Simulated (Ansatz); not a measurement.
# Phonons of ScIr3C (Pm-3m) against volume, part 2 of 2

Aim: how the phonons of ScIr3C (Pm-3m) shift with volume, and the thermal expansion that follows.

Ansatz 0.2.0; DFT PBEsol, scalar-relativistic, plane waves, PAW; PAW set soft_1.

So far, highest frequency on the path or at a solved wavevector (cm⁻¹): step 2 (phonons on a q mesh) 402.

### 4. Phonons at the other volume, volume ratio 0.97

The phonons are repeated at this volume on the same k and q meshes.

input.yaml reads:

```yaml
crystal:
  lattice:
    - [4.5382399684, 0.0, 0.0]
    - [0.0, 4.5382399684, 0.0]
    - [0.0, 0.0, 4.5382399684]
  atoms:
    - { symbol: Sc, position: [0.0, 0.0, 0.0] }
    - { symbol: Ir, position: [0.5, 0.0, 0.0] }
    - { symbol: Ir, position: [0.0, 0.5, 0.0] }
    - { symbol: Ir, position: [0.0, 0.0, 0.5] }
    - { symbol: C, position: [0.5, 0.5, 0.5] }
kpoints:
  mp_grid: { grid: [8, 8, 8] }
hamiltonian:
  xc: pbesol
  pseudopotentials: { kind: paw, azcp: { folder: soft_1 }, xc_functional: pbe }
scf:
  occupations: { method: methfessel_paxton, width: 0.2 }
output:
  eigenvalues: true
phonons:
  method: dfpt
  qmesh: [4, 4, 4]
  temperatures: { t_max: 1000, t_step: 50 }
  qpath:
    path:
      - [[0.0, 0.0, 0.0], [0.0, 0.5, 0.0], [0.5, 0.5, 0.0], [0.0, 0.0, 0.0], [0.5, 0.5, 0.5], [0.0, 0.5, 0.0]]
      - [[0.5, 0.5, 0.5], [0.5, 0.5, 0.0]]
    npoints: 10
```

Launch:

```console
> ansatz run input.yaml --threads 4 --pin off --max-ram 10240MiB --backend cpu --events-out ev --progress --plain --runs-dir out
```

Numbers of over 12 decimals in the logs are rounded to 6 here.

Log:

```text
[...]
Crystal: 5 atoms, lattice volume = 93.468 Å³
Basis set: ecut = 420 eV, 1839 PW (Γ), exchange–correlation on 64×64×64 points (8 copies of the dense FFT grid, shifted against one another)
Bands: 40, of which v1, the nominal top of the filled ones, is band 33 counted from 1 (32 counted from 0)
Symmetry: 48 space group operations
k-points: 35 of 512
[...]
SCF iter   1: F=—  HF=-37752.977147 eV  |F-HF|=—  |Δ(HF+E_count)|=         —  Δρ=1.47e-1  dr2=5.48e1  ethr=3.10e-3  ⟨swp⟩=5.0  Hψ=4635  notcnv=0
[...]
SCF iter  14: F=-37743.730443 eV  HF=-37743.730443 eV  |F-HF|=2.18e-11  |Δ(HF+E_count)|=  2.18e-11  S|Δr|=    0.00e0  Δρ=3.69e-8  dr2=1.21e-12  ethr=1.00e-12  ⟨swp⟩=10.9  Hψ=7803  notcnv=0
SCF 1 converged in 14 iterations: F = -37743.730443 eV  dr2 = 1.21e-12
[...]
SCF iter   7: F=-37743.730443 eV  HF=-37743.730443 eV  |F-HF|=1.46e-11  |Δ(HF+E_count)|=  1.46e-11  S|Δr|=    0.00e0  Δρ=9.15e-8  dr2=7.34e-12  ethr=1.00e-12  ⟨swp⟩=1.1  Hψ=1572  notcnv=0
SCF 2 converged in 7 iterations: F = -37743.730443 eV  dr2 = 7.34e-12
[...]
NSCF: frozen V_eff on 35 k-points
[...]
SCF converged after 14 iterations
[...]
Free energy (F): -37743.730443 eV
[...]
Internal energy: -37743.725654 eV  (E = F + TS)
E sigma→0 (E₀):  -37743.729246 eV
Entropy (-TS):   -0.004789 eV (-0.958 meV/atom)
Fermi energy:    12.591506 eV
[...]
--- Band table (eV; the first three rows and the last of 35) ---
  k-point 0: bands = [... 29 lower, 11.7776, 11.7776, 11.7776, 12.8229, 12.8229, 12.8229, 13.0667, 15.5207, ... 10 higher]
  k-point 1: bands = [... 29 lower, 11.9815, 12.1695, 12.1695, 12.7415, 12.7415, 12.8231, 12.9696, 15.1799, ... 10 higher]
  k-point 2: bands = [... 29 lower, 11.9570, 11.9570, 12.1371, 12.6811, 12.8235, 12.9909, 12.9909, 14.7253, ... 10 higher]
  k-point 34: bands = [... 29 lower, 11.7202, 12.2309, 12.2309, 12.7946, 12.7946, 12.7946, 14.3321, 14.7476, ... 10 higher]
[...]
ASR residual: 3.268e-5 → 0.000e0 eV/Å²; symmetrization residual: 9.532e-7 eV/Å²
  ASR residual per site (eV/Å²): 1.52e-5 6.03e-6 6.03e-6 6.03e-6 3.27e-5
[...]
--- Phonons (arbitrary-q DFPT): 10 irreducible q on the 4×4×4 mesh ---
[...]
interpolated dispersion: 62 rows × 15 modes
[...]
```

It took 24 min on 4 threads of Intel Xeon Platinum 8488C (Sapphire Rapids), shared host; peak memory 4.4 GiB.

Numbers from this step:

```
sum-rule residual before enforcement                    : 3.27e-5 eV/Å²
lowest frequency on the path                            : -344.5 cm⁻¹
highest frequency on the path or at a solved wavevector : 419.7 cm⁻¹
highest optical mode at the zone centre (no LO-TO term) : 419.7 cm⁻¹
lowest optical zone-centre mode                         : -344.6 cm⁻¹
lowest mode on the q mesh (acoustic modes at Γ apart)   : -344.6 cm⁻¹
```

Frequencies (cm⁻¹) solved at each irreducible wavevector; negative means imaginary. Frequencies by wavevector, by row:

```csv
q in reciprocal lattice units,star,mode 1,mode 2,mode 3,mode 4,mode 13,mode 14,mode 15
0 0 0,1,-344.6,-344.6,-344.6,-140.1,419.7,419.7,419.7
0 0 0.25,6,-332.7,-332.7,-319.2,-139.1,393,416.9,416.9
0 0 -0.5,3,-326.2,-326.2,-285.9,-139.4,379.9,415.2,415.2
0 0.25 0.25,12,-335,-323.5,-311.8,-136.6,395.7,396.2,414.6
0 0.25 -0.5,12,-329.7,-316.4,-305.1,-135.8,373.7,396.5,412.7
0 -0.5 -0.5,3,-325.8,-325.8,-304.9,-133.6,371.5,371.5,410.9
0.25 0.25 0.25,8,-336.7,-336.7,-301.1,-106,395.6,398.1,398.1
0.25 0.25 -0.5,12,-340.1,-317.1,-316.8,-102.2,368.4,395.9,398
0.25 -0.5 -0.5,6,-331.2,-331.2,-327.4,-94.4,365.4,365.4,396.5
-0.5 -0.5 -0.5,1,-340.9,-340.9,-340.9,-84.9,361.6,361.6,361.6
```

The highest optical mode at the zone centre (no LO-TO term) is 419.7 cm⁻¹, +17.4 cm⁻¹ against the base run.

### 5. Relaxing at another volume, volume ratio 1.03

The volume is scaled by 1.03 and held; symmetry leaves nothing to relax, so this is a single point. The modes can then be followed against volume.

input.yaml, the sections that differ from step 4:

```yaml
crystal:
  lattice:
    - [4.6299462917, 0.0, 0.0]
    - [0.0, 4.6299462917, 0.0]
    - [0.0, 0.0, 4.6299462917]
  atoms:
    - { symbol: Sc, position: [0.0, 0.0, 0.0] }
    - { symbol: Ir, position: [0.5, 0.0, 0.0] }
    - { symbol: Ir, position: [0.0, 0.5, 0.0] }
    - { symbol: Ir, position: [0.0, 0.0, 0.5] }
    - { symbol: C, position: [0.5, 0.5, 0.5] }
output:
  forces: true
  stress: true
  eigenvalues: true
# kpoints, hamiltonian, scf: as in step 4
# phonons: removed
```

Log:

```text
[...]
Crystal: 5 atoms, lattice volume = 99.249 Å³
Basis set: ecut = 420 eV, 1935 PW (Γ), exchange–correlation on 64×64×64 points (8 copies of the dense FFT grid, shifted against one another)
Bands: 40, of which v1, the nominal top of the filled ones, is band 33 counted from 1 (32 counted from 0)
Symmetry: 48 space group operations
[...]
k-points: 35 of 512
[...]
k-point 0: bands = [... 29 lower, 10.8053, 10.8053, 10.8053, 11.7241, 11.7241, 11.7241, 11.9475, 14.1995, ... 3 higher]
  k-point 1: bands = [... 29 lower, 10.9861, 11.1570, 11.1570, 11.6619, 11.6619, 11.7242, 11.8618, 13.8974, ... 3 higher]
  k-point 2: bands = [... 29 lower, 10.9440, 10.9440, 11.0934, 11.6058, 11.7246, 11.9121, 11.9121, 13.4826, ... 3 higher]
  k-point 34: bands = [... 29 lower, 10.6330, 11.2011, 11.2011, 11.7024, 11.7024, 11.7024, 13.0210, 13.6806, ... 3 higher]
[key lines of the parts left out:]
SCF converged after 11 iterations
Free energy (F): -37743.734056 eV
Fermi energy:    11.517640 eV
P = ⅓ Tr σ = -2.9344 GPa (-29.344 kbar)
```

Wall time 1.9 s (4 threads); peak memory 0.51 GiB.

This step gave:

```yaml
pressure: -2.934 GPa
volume_per_atom: 19.85 Å³
```

The run ends at a pressure of -2.93 GPa.

### 6. Phonons at the other volume, volume ratio 1.03

The phonons are repeated at this volume on the same k and q meshes.

input.yaml, as its differences from that of step 5:

```diff
@@ -19,4 +19,11 @@
 output:
-  forces: true
-  stress: true
   eigenvalues: true
+phonons:
+  method: dfpt
+  qmesh: [4, 4, 4]
+  temperatures: { t_max: 1000, t_step: 50 }
+  qpath:
+    path:
+      - [[0.0, 0.0, 0.0], [0.0, 0.5, 0.0], [0.5, 0.5, 0.0], [0.0, 0.0, 0.0], [0.5, 0.5, 0.5], [0.0, 0.5, 0.0]]
+      - [[0.5, 0.5, 0.5], [0.5, 0.5, 0.0]]
+    npoints: 10
```

Log:

```text
[...]
Crystal: 5 atoms, lattice volume = 99.249 Å³
Basis set: ecut = 420 eV, 1935 PW (Γ), exchange–correlation on 64×64×64 points (8 copies of the dense FFT grid, shifted against one another)
Bands: 40, of which v1, the nominal top of the filled ones, is band 33 counted from 1 (32 counted from 0)
Symmetry: 48 space group operations
k-points: 35 of 512
[...]
k-point 34: bands = [... 29 lower, 10.6330, 11.2011, 11.2011, 11.7024, 11.7024, 11.7024, 13.0210, 13.6806, ... 10 higher]
[...]
ASR residual: 4.567e-5 → 0.000e0 eV/Å²; symmetrization residual: 2.526e-6 eV/Å²
  ASR residual per site (eV/Å²): 2.30e-5 4.57e-5 4.57e-5 4.57e-5 1.25e-5
[...]
--- Phonons (arbitrary-q DFPT): 10 irreducible q on the 4×4×4 mesh ---
[...]
interpolated dispersion: 62 rows × 15 modes
[...]
[key lines of the parts left out:]
SCF converged after 13 iterations
Free energy (F): -37743.734056 eV
Fermi energy:    11.517635 eV
```

Wall time 20 min (4 threads); peak memory 4.5 GiB; 78 min of CPU time.

This step gave:

```yaml
sum_rule_residual_before_enforcement: 4.57e-5 eV/Å²
lowest_frequency_on_the_path: -336.3 cm⁻¹
highest_frequency_on_the_path_or_at_a_solved_wavevector: 385.5 cm⁻¹
highest_optical_mode_at_the_zone_centre_no_lo_to_term: 385.5 cm⁻¹
lowest_optical_zone_centre_mode: -336.3 cm⁻¹
lowest_mode_on_the_q_mesh_acoustic_modes_at_gamma_apart: -336.3 cm⁻¹
```

The highest optical mode at the zone centre (no LO-TO term) is 385.5 cm⁻¹, -16.8 cm⁻¹ against the base run.

### 7. Grüneisen parameters

The Grüneisen parameter of a mode is minus the logarithmic change of its frequency with volume, −d ln ω / d ln V; weighted by heat capacity it gives the expansion.

Numbers from this step:

| Quantity | Value |
| --- | --- |
| bulk modulus | 107.3 GPa |

Phonon branches along the path, in cm⁻¹:

```csv
point,branch 1,branch 2,branch 3,branch 4,branch 12,branch 13,branch 14,branch 15
Γ,-340,-340,-340,-134,0,402,402,402
halfway,-329,-329,-315,-133,108,377,400,400
X,-323,-323,-283,-134,173,366,398,398
halfway,-326,-313,-302,-131,176,360,380,396
M,-322,-322,-302,-129,181,357,357,394
halfway,-331,-320,-308,-131,104,379,380,398
Γ,-340,-340,-340,-134,0,402,402,402
halfway,-333,-333,-298,-103,96,379,382,382
R,-337,-337,-337,-80,185,347,347,347
halfway,-336,-314,-313,-98,179,354,380,382
X,-323,-323,-283,-134,173,366,398,398
jump to R,-337,-337,-337,-80,185,347,347,347
halfway,-328,-328,-324,-90,183,351,351,380
M,-322,-322,-302,-129,181,357,357,394
```

The same for volume x 0.97:

```csv
point,branch 1,branch 2,branch 3,branch 4,branch 12,branch 13,branch 14,branch 15
Γ,-344,-344,-344,-140,0,420,420,420
X,-326,-326,-286,-139,182,380,415,415
M,-326,-326,-305,-134,192,372,372,411
Γ,-344,-344,-344,-140,0,420,420,420
R,-341,-341,-341,-85,196,362,362,362
X,-326,-326,-286,-139,182,380,415,415
R,-341,-341,-341,-85,196,362,362,362
M,-326,-326,-305,-134,192,372,372,411
```

The same for volume x 1.03:

```csv
point,branch 1,branch 2,branch 3,branch 4,branch 12,branch 13,branch 14,branch 15
Γ,-336,-336,-336,-128,0,386,386,386
X,-319,-319,-280,-128,163,352,382,382
M,-318,-318,-299,-125,171,343,343,378
Γ,-336,-336,-336,-128,0,386,386,386
R,-333,-333,-333,-76,175,333,333,333
X,-319,-319,-280,-128,163,352,382,382
R,-333,-333,-333,-76,175,333,333,333
M,-318,-318,-299,-125,171,343,343,378
```

### 8. Outcome

```yaml
bulk_modulus: 107 GPa
```

**Reading.** No expansion is given, because modes are imaginary at one volume or more. The highest optical mode at Γ goes from 420 to 385 cm⁻¹ as the cell grows, a Grüneisen parameter of 1.42. Branches are matched by rank, so values near crossings are rough. With no gap, or one that is small against the smearing, the frequencies hang on the k mesh and the smearing, most of all near Kohn anomalies. Spin-orbit coupling is left out, which can matter for the heavy elements here. The PAW files were made for PBE and serve the other functionals too.

[Logs are printed without paths, hosts, clocks, repeated set-up lines and the standing remarks that a program may print on its own settings, such as how far it seeks lower states.]

[Hosts, paths, dates, database ids (printed as entryN), source tags and the programs' standing remarks are cut or masked in the printed files.]
